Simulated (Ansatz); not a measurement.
# Mo (Im-3m): thermal expansion from first principles

Aim: the lattice, expansion, heat capacity and bulk modulus of Mo as it warms.

Main program and level: Ansatz 0.2.0; DFT LDA, scalar-relativistic, plane waves, PAW; PAW set soft_1.

## 1. Set-up

Symmetry: Im-3m, No. 229, cubic system. Conventional cell: a = 3.147 Å, b = 3.147 Å, c = 3.147 Å, α = 90.00°, β = 90.00°, γ = 90.00°. Nearest to Mo lie 8 Mo at 2.73 Å.

Coordinates:

```cif
data_structure
_symmetry_space_group_name_H-M 'Im-3m'
_symmetry_Int_Tables_number 229
_cell_length_a 3.1468
_cell_length_b 3.1468
_cell_length_c 3.1468
_cell_angle_alpha 90.000
_cell_angle_beta 90.000
_cell_angle_gamma 90.000
_cell_volume 31.16
loop_
_atom_site_label
_atom_site_type_symbol
_atom_site_symmetry_multiplicity
_atom_site_Wyckoff_symbol
_atom_site_fract_x
_atom_site_fract_y
_atom_site_fract_z
_atom_site_occupancy
Mo1 Mo 2 a 0.00000 0.00000 0.00000 1
```

## 2. Probe on a coarse mesh

A cheap single point shows whether the cell is a metal or an insulator and how far it is from rest; that sets the k-mesh and the occupations of what follows.

input.yaml

```yaml
crystal:
  lattice:
    - [-1.573415, 1.573415, 1.573415]
    - [1.573415, -1.573415, 1.573415]
    - [1.573415, 1.573415, -1.573415]
  atoms:
    - { symbol: Mo, position: [0.0, 0.0, 0.0] }
kpoints:
  mp_grid: { grid: [8, 8, 8] }
hamiltonian:
  xc: lda
  pseudopotentials: { kind: paw, azcp: { folder: soft_1 }, xc_functional: pbe }
scf:
  occupations: { method: gaussian, width: 0.1 }
  lower_state_search: "off"
output:
  forces: true
  stress: true
  eigenvalues: true
```

Command:

```sh
> ansatz run input.yaml --threads 8 --pin off --max-ram 16384MiB --backend cpu --events-out ev --progress --plain --runs-dir out
```

Numbers of over 12 decimals in the logs are rounded to 6 here.

What it wrote:

```text
Engine: ansatz 0.2.0, aarch64-unknown-linux-gnu
Pseudopotentials: kind: paw
Pseudopotential: Mo, paw, valence charge 14, recommended cutoff 420 eV (normal), soft_1/Mo.paw.azcp
Functional definition: SPW92
  exchange = slater_x
  correlation = pw_c
Crystal: 1 atoms, lattice volume = 15.581 Å³
Basis set: ecut = 420 eV, 321 PW (Γ)
Bands: 11, of which v1, the nominal top of the filled ones, is band 7 counted from 1 (6 counted from 0)
Symmetry: 48 space group operations
Space group: Im-3m (ITA 229), of the structure as read, at distance tolerance 2.5e-5 Å
k-points: 29 of 512
Non-local potential: Mo, projectors of the file, l = 0: 3, l = 1: 2, l = 2: 2, l = 3: 1
PAW form: soft (Blöchl's): semilocal exchange-correlation on the pseudo side does not see the compensation charge
PAW frozen core: Mo, regenerated for the run's functional, and the local potential with it (the file was generated under x = pbe(κ = 0.804, μ = 0.219515), c = pbe(β = 0.066725))
PAW one-centre angular grid: Mo, 590 points (default); XC on 64 Gauss nodes
Initial density: superposition of atomic densities (chi_scale 0.1, normalization cell)
Initial wavefunctions: pseudopotential atomic-orbital guess
Functional: x = slater, c = lda
SCF iter   1: F=—  HF=-4843.597787 eV  |F-HF|=—  |Δ(HF+E_count)|=         —  Δρ=1.11e-1  dr2=1.88e0  ethr=3.10e-3  ⟨swp⟩=5.0  Hψ=1767  notcnv=0
preconditioner: auto → none  [insulator: Δε(μ)=0.469 eV  Ē_g=8.692 eV  σ=0.100 eV  W_gap=1.00  n_scr=0 (ndim 8)  ℏωp=23.0 eV  f_vac=0.000  D(μ)=0.00/eV (n_scr^D=0)  ε∞_Penn≈8.0]
SCF iter   2: F=—  HF=-4842.867806 eV  |F-HF|=—  |Δ(HF+E_count)|=   7.30e-1  Δρ=3.25e-2  dr2=5.38e-2  ethr=3.10e-3  ⟨swp⟩=2.1  Hψ=839  notcnv=0  defer=4
SCF iter   3: F=—  HF=-4842.852920 eV  |F-HF|=—  |Δ(HF+E_count)|=   1.49e-2  Δρ=1.32e-2  dr2=8.87e-3  ethr=3.85e-4  ⟨swp⟩=1.0  Hψ=339  notcnv=0  defer=4
SCF iter   4: F=—  HF=-4842.850352 eV  |F-HF|=—  |Δ(HF+E_count)|=   2.57e-3  Δρ=4.75e-4  dr2=9.50e-6  ethr=6.33e-5  ⟨swp⟩=1.9  Hψ=429  notcnv=0  defer=4
SCF iter   5: F=—  HF=-4842.850350 eV  |F-HF|=—  |Δ(HF+E_count)|=   2.76e-6  Δρ=7.93e-5  dr2=3.11e-7  ethr=6.79e-8  ⟨swp⟩=2.1  Hψ=517  notcnv=0  defer=4
SCF iter   6: F=-4842.850350 eV  HF=-4842.850350 eV  |F-HF|=4.56e-10  |Δ(HF+E_count)|=   1.09e-7  Δρ=6.93e-6  dr2=2.73e-9  ethr=7.14e-10  ⟨swp⟩=5.4  Hψ=1431  notcnv=0
SCF 1 converged in 6 iterations: F = -4842.850350 eV  dr2 = 2.73e-9
  greatest PAW one-centre occupation: 0.998 electrons in one spin orbital (limit 2), on the Mo atom at site 0 (counted from 0), in its partial waves of l = 0
SCF converged after 6 iterations
Free energy (F): -4842.850350 eV
Harris-Foulkes:  -4842.850350 eV  (|F-HF|=4.56e-10)
Internal energy: -4842.845630 eV  (E = F + TS)
E sigma→0 (E₀):  -4842.847990 eV
Entropy (-TS):   -0.004720 eV (-4.720 meV/atom)
Fermi energy:    20.746895 eV
--- Per-component energies (eV) ---
  E_band       = -57.433401
  E_kinetic    = 422.672545
  E_local      = -773.265765  (includes V_loc(G=0)·N_el)
  E_nonlocal   = 152.992734
  E_hartree    = 261.403433
  E_xc         = -175.372813
  E_vxc        = -219.559596  (∫ρ·V_xc dr)
  E_paw        = -3099.769835  (= ΣΔE_a)
  E_vpaw       = -163.079313  (= ΣTr[D̂ρ^β])
  E_aug_tail   = 0.000042  (compensation charges beyond the density's cutoff)
  E_ewald      = -1631.978787
  E_core_change = 0.472816  (= ΣΔE_core)
  E_smearing   = -0.004720  (= −TS)
  E_closure    = 0.000000  (closes the sum)
  Σ components = -4842.850350   (vs F -4842.850350, Δ=0.00e0)
--- Forces (eV/Å), atoms counted from 1 ---
  atom   1  Mo    -0.00000000     0.00000000     0.00000000
  max |Σ_I F_I| component: 1.85e-32 eV/Å
--- Stress (GPa, compression-positive) ---
       -8.691211      -0.000000       0.000000
       -0.000000      -8.691211       0.000000
        0.000000      -0.000000      -8.691211
  P = ⅓ Tr σ = -8.6912 GPa (-86.912 kbar)
--- Band table (eV; the first three rows and the last of 29) ---
  k-point 0: bands = [... 3 lower, -13.5765, 13.6145, 19.4912, 19.4912, 19.4912, 22.4992, 22.4992, 35.6015]
  k-point 1: bands = [... 3 lower, -13.5782, 14.2778, 19.1268, 19.4028, 20.1377, 22.0663, 22.5186, 36.0181]
  k-point 2: bands = [... 3 lower, -13.5824, 15.5893, 18.3563, 19.3017, 21.9312, 21.9789, 22.6629, 35.6213]
  k-point 28: bands = [... 3 lower, -14.5585, 15.3927, 15.3927, 24.8905, 24.8905, 24.8905, 29.9309, 29.9309]
```

Run time: 0.67 s. Hardware: 8 threads of Arm Neoverse V2, shared host; peak memory 0.24 GiB; 1 s of CPU time.

Reading the cycles: dr2 is the Hartree energy of the density residual (eV), the measure of convergence; HF is the Harris–Foulkes estimate of the energy, which meets the free energy F at convergence.

Numbers from this step:

| Quantity | Value |
| --- | --- |
| pressure | -8.691 GPa |
| volume per atom | 15.58 Å³/atom |
| gap on the k-mesh | 0 eV |

The start is under -8.7 GPa at this level and looks like a metal on this mesh.

## 3. A loose first relaxation

The start is far from rest, so a relaxation with loose thresholds first brings it near the minimum.

input.yaml, as its differences from that of step 2:

```diff
@@ -19 +19,6 @@
   eigenvalues: true
+relax:
+  adjacent_minimum: "off"
+  f_tol: 0.05
+  max_steps: 80
+  cell: { stress_tol: 0.5 }
```

What it wrote:

```text
[...]
Crystal: 1 atoms, lattice volume = 15.581 Å³
Basis set: ecut = 420 eV, 321 PW (Γ)
Bands: 11, of which v1, the nominal top of the filled ones, is band 7 counted from 1 (6 counted from 0)
Symmetry: 48 space group operations
[...]
k-points: 29 of 512
[...]
SCF iter   1: F=—  HF=-4843.597787 eV  |F-HF|=—  |Δ(HF+E_count)|=         —  Δρ=1.11e-1  dr2=1.88e0  ethr=3.10e-3  ⟨swp⟩=5.0  Hψ=1767  notcnv=0
[...]
SCF iter   6: F=-4842.850350 eV  HF=-4842.850350 eV  |F-HF|=4.56e-10  |Δ(HF+E_count)|=   1.09e-7  Δρ=6.93e-6  dr2=2.73e-9  ethr=7.14e-10  ⟨swp⟩=5.4  Hψ=1431  notcnv=0
SCF 1 converged in 6 iterations: F = -4842.850350 eV  dr2 = 2.73e-9
[...]
relax step   1: F+E_penalty+E_count = -4842.85034952 eV  Δ(F+E_penalty+E_count) = +0.000e0 eV  max|allowed force component| = 0.000e0 eV/Å  Δτ_max = 0.0000 Å  P = -8.691 GPa  Ω = 15.581 Å³  (6 SCF iters, dr2 threshold 1.00e-7 eV, accepted)
Crystal: 1 atoms, lattice volume = 14.141 Å³
Basis set: ecut = 420 eV, 249 PW (Γ)
[...]
iter 1 solved again at ethr=1.17e-5 eV; its pass at ethr=3.10e-3 eV (dr2=1.64e-3 eV) is discarded
[...]
SCF iter   5: F=-4842.806159 eV  HF=-4842.806159 eV  |F-HF|=1.95e-9  |Δ(HF+E_count)|=   1.81e-9  Δρ=7.91e-6  dr2=2.79e-9  ethr=6.84e-10  ⟨swp⟩=2.0  Hψ=1162  notcnv=0
SCF 2 converged in 5 iterations: F = -4842.806159 eV  dr2 = 2.79e-9
relax step   2: F+E_penalty+E_count = -4842.80615887 eV  Δ(F+E_penalty+E_count) = +4.419e-2 eV  max|allowed force component| = 0.000e0 eV/Å  Δτ_max = 0.0000 Å  P = +20.785 GPa  Ω = 14.141 Å³  energy of the carried Pulay correction = +3.689e-5 eV  (5 SCF iters, dr2 threshold 1.00e-7 eV, rejected (line search))
Crystal: 1 atoms, lattice volume = 15.127 Å³
[...]
SCF iter   6: F=-4842.864116 eV  HF=-4842.864116 eV  |F-HF|=1.82e-12  |Δ(HF+E_count)|=  6.28e-11  Δρ=1.37e-7  dr2=1.32e-12  ethr=1.65e-12  ⟨swp⟩=1.8  Hψ=995  notcnv=0
SCF 3 converged in 6 iterations: F = -4842.864116 eV  dr2 = 1.32e-12
relax step   3: F+E_penalty+E_count = -4842.86411621 eV  Δ(F+E_penalty+E_count) = -1.377e-2 eV  max|allowed force component| = 0.000e0 eV/Å  Δτ_max = 0.0000 Å  P = -0.822 GPa  Ω = 15.127 Å³  energy of the carried Pulay correction = +1.126e-5 eV  (6 SCF iters, accepted)
[...]
relax step   4: F+E_penalty+E_count = -4842.86422953 eV  Δ(F+E_penalty+E_count) = -1.133e-4 eV  max|allowed force component| = 0.000e0 eV/Å  Δτ_max = 0.0000 Å  P = +0.039 GPa  Ω = 15.081 Å³  energy of the carried Pulay correction = +1.242e-5 eV  (3 SCF iters, dr2 threshold 1.00e-7 eV, accepted)
[...]
SCF iter   3: F=-4842.864216 eV  HF=-4842.864216 eV  |F-HF|=2.05e-10  |Δ(HF+E_count)|=  9.03e-10  Δρ=2.58e-6  dr2=1.92e-10  ethr=7.14e-12  ⟨swp⟩=3.9  Hψ=1096  notcnv=0
SCF 5 converged in 3 iterations: F = -4842.864216 eV  dr2 = 1.92e-10
relax step   5: F+E_penalty+E_count = -4842.86421588 eV  Δ(F+E_penalty+E_count) = +1.364e-5 eV  max|allowed force component| = 0.000e0 eV/Å  Δτ_max = 0.0000 Å  P = +0.041 GPa  Ω = 15.081 Å³  stress off target by 4.10e-2 GPa  SCF on the basis re-selected at this cell (its energy is not comparable with the rows above)  (3 SCF iters)
basis re-selected at this cell: Δ(F+E_penalty+E_count) = +1.364e-5 eV, ΔP = +0.002 GPa vs the last step (what re-selecting the basis moved, of the pressure what is left beyond the Pulay correction that the steps carried, after the strain that the cell walked since its last selection, with what the two solves' SCF thresholds leave and, on support functions, any second-order correction that the steps lacked; it is no measure of the basis error at this ecutwfc). This SCF's stress stands 4.10e-2 GPa from its target on what of the cell is left free (relax.cell.stress_tol is 5.00e-1 GPa) and its largest allowed force component is 0.00e0 eV/Å (relax.f_tol is 5.00e-2 eV/Å): [rest of the remark cut]
SCF converged after 3 iterations
Free energy (F): -4842.864216 eV
[...]
Internal energy: -4842.858828 eV  (E = F + TS)
E sigma→0 (E₀):  -4842.861522 eV
Entropy (-TS):   -0.005387 eV (-5.387 meV/atom)
Fermi energy:    21.573110 eV
[...]
--- Stress (GPa, compression-positive) ---
        0.041008      -0.000000       0.000000
       -0.000000       0.041008       0.000000
        0.000000      -0.000000       0.041008
  P = ⅓ Tr σ = 0.0410 GPa (0.410 kbar)
--- Band table (eV; the first three rows and the last of 29) ---
  k-point 0: bands = [... 3 lower, -12.6863, 14.3238, 20.2424, 20.2424, 20.2424, 23.3755, 23.3755, 36.4525]
  k-point 1: bands = [... 3 lower, -12.6883, 15.0100, 19.8589, 20.1491, 20.9181, 22.9156, 23.3944, 36.9021]
  k-point 2: bands = [... 3 lower, -12.6935, 16.3207, 19.0514, 20.0735, 22.7936, 22.8338, 23.5466, 36.5662]
  k-point 28: bands = [... 3 lower, -13.7686, 15.9501, 15.9501, 25.8983, 25.8983, 25.8983, 31.0025, 31.0025]
--- Relaxed structure (4 steps of the walk, 3 accepted, 1 SCFs on fresh bases) ---
  F+E_penalty+E_count = -4842.86421588 eV   max|allowed force component| = 0.000e0 eV/Å   (the final SCF, on the basis selected at the relaxed cell)
  cell:  # Å, volume = 15.0809 Å³
    - [-1.556403, 1.556403, 1.556403]
    - [1.556403, -1.556403, 1.556403]
    - [1.556403, 1.556403, -1.556403]
  atoms:
    - { symbol: Mo, position: [0.0, 0.0, 0.0] }
```

Wall time 0.61 s (8 threads); peak memory 0.27 GiB.

The steps of the relaxation:

| step | energy less that of the first step (eV) | largest force component (eV/Å) | pressure (GPa) | volume (Å³) |
| --- | --- | --- | --- | --- |
| 1 | 0.0000 | 0.0000 | -8.69 | 15.58 |
| 2 | 0.0442 | 0.0000 | 20.79 | 14.14 |
| 3 | -0.0138 | 0.0000 | -0.82 | 15.13 |
| 4 | -0.0139 | 0.0000 | 0.04 | 15.08 |
| 5* | -0.0139 | 0.0000 | 0.04 | 15.08 |

Relaxation steps marked * repeat the geometry before them on a plane-wave basis chosen anew for their cell, so energy and pressure can jump there. Relaxation step 2 was tried and not accepted.

| conventional cell, symmetrised | before | after | change |
| --- | --- | --- | --- |
| a (Å) | 3.147 | 3.113 | -1.1 % |
| b (Å) | 3.147 | 3.113 | -1.1 % |
| c (Å) | 3.147 | 3.113 | -1.1 % |
| volume (Å³/atom) | 15.58 | 15.08 | -3.2 % |

The relaxed structure:

```xyz
1
Lattice="-1.5564 1.5564 1.5564 1.5564 -1.5564 1.5564 1.5564 1.5564 -1.5564" Properties=species:S:1:pos:R:3 pbc="T T T"
Mo    0.0000    0.0000    0.0000
```

This step gave:

- pressure: 0.04101 GPa
- volume per atom: 15.08 Å³/atom

The relaxation ends with a pressure of 0.04 GPa.

## 4. Relaxation

Phonons are second derivatives about a minimum, so cell and atoms are relaxed first, inside the symmetry of the start.

input.yaml, the sections that differ from step 3:

```yaml
crystal:
  lattice:
    - [-1.5564031576, 1.5564031576, 1.5564031576]
    - [1.5564031576, -1.5564031576, 1.5564031576]
    - [1.5564031576, 1.5564031576, -1.5564031576]
  atoms:
    - { symbol: Mo, position: [0.0, 0.0, 0.0] }
kpoints:
  mp_grid: { grid: [18, 18, 18] }
relax:
  adjacent_minimum: "off"
  f_tol: 0.005
  max_steps: 80
  cell: { stress_tol: 0.05 }
# hamiltonian, scf, output: as in step 3
```

What it wrote:

```text
[...]
Crystal: 1 atoms, lattice volume = 15.081 Å³
Basis set: ecut = 420 eV, 321 PW (Γ)
Bands: 11, of which v1, the nominal top of the filled ones, is band 7 counted from 1 (6 counted from 0)
Symmetry: 48 space group operations
[...]
k-points: 195 of 5832
[...]
k-point 194: bands = [... 3 lower, -13.7413, 15.9710, 15.9710, 25.9345, 25.9345, 25.9345, 31.0434, 31.0434]
--- Relaxed structure (3 steps of the walk, 2 accepted, 1 SCFs on fresh bases) ---
[...]
cell:  # Å, volume = 15.0621 Å³
    - [-1.555759, 1.555759, 1.555759]
    - [1.555759, -1.555759, 1.555759]
    - [1.555759, 1.555759, -1.555759]
  atoms:
    - { symbol: Mo, position: [0.0, 0.0, 0.0] }
[key lines of the parts left out:]
SCF converged after 3 iterations
Free energy (F): -4842.887377 eV
Fermi energy:    21.748418 eV
P = ⅓ Tr σ = -0.0007 GPa (-0.007 kbar)
```

Elapsed: 1.2 s, on 8 threads; peak memory 0.32 GiB; 7.3 s of CPU time.

Little changed from the start: no atom moved by 0.005 Å and no cell edge by 0.1 %.

Numbers from this step:

```yaml
pressure: -7.33e-4 GPa
volume_per_atom: 15.06 Å³/atom
```

## 5. Relaxing to small residual forces and stress

The relaxation is repeated with tighter thresholds on force and stress, since phonons are sensitive to what is left; a change of mesh or smearing in the input moves the cell too.

input.yaml, the sections that differ from step 4:

```yaml
crystal:
  lattice:
    - [-1.5557586053, 1.5557586053, 1.5557586053]
    - [1.5557586053, -1.5557586053, 1.5557586053]
    - [1.5557586053, 1.5557586053, -1.5557586053]
  atoms:
    - { symbol: Mo, position: [0.0, 0.0, 0.0] }
kpoints:
  mp_grid: { grid: [20, 20, 20] }
scf:
  occupations: { method: methfessel_paxton, width: 0.2 }
  lower_state_search: "off"
relax:
  adjacent_minimum: "off"
  f_tol: 0.001
  max_steps: 60
  cell: { stress_tol: 0.01 }
# hamiltonian, output: as in step 4
```

What it wrote:

```text
[...]
Crystal: 1 atoms, lattice volume = 15.062 Å³
Basis set: ecut = 420 eV, 321 PW (Γ)
Bands: 11, of which v1, the nominal top of the filled ones, is band 7 counted from 1 (6 counted from 0)
Symmetry: 48 space group operations
[...]
k-points: 256 of 8000
[...]
k-point 255: bands = [... 3 lower, -13.7544, 15.9625, 15.9625, 25.9185, 25.9185, 25.9185, 31.0277, 31.0277]
--- Relaxed structure (3 steps of the walk, 2 accepted, 1 SCFs on fresh bases) ---
[...]
cell:  # Å, volume = 15.0691 Å³
    - [-1.556000, 1.556000, 1.556000]
    - [1.556000, -1.556000, 1.556000]
    - [1.556000, 1.556000, -1.556000]
  atoms:
    - { symbol: Mo, position: [0.0, 0.0, 0.0] }
[key lines of the parts left out:]
SCF converged after 3 iterations
Free energy (F): -4842.888875 eV
Fermi energy:    21.729541 eV
P = ⅓ Tr σ = 0.0002 GPa (0.002 kbar)
```

It took 1.4 s on 8 threads; peak memory 0.34 GiB.

Little changed from the start: no atom moved by 0.005 Å and no cell edge by 0.1 %.

Numbers from this step:

```yaml
pressure: 1.55e-4 GPa
volume_per_atom: 15.07 Å³/atom
```

The residual pressure is 1.5e-4 GPa, small enough for phonons.

(Part 1 of 2 ends here.)

[Logs are printed without paths, hosts, clocks, repeated set-up lines and the standing remarks that a program may print on its own settings, such as how far it seeks lower states.]

[Hosts, paths, dates, database ids (printed as entryN), source tags and the programs' standing remarks are cut or masked in the printed files.]

[A step with changed settings may run another functional than the one named; its input shows which.]
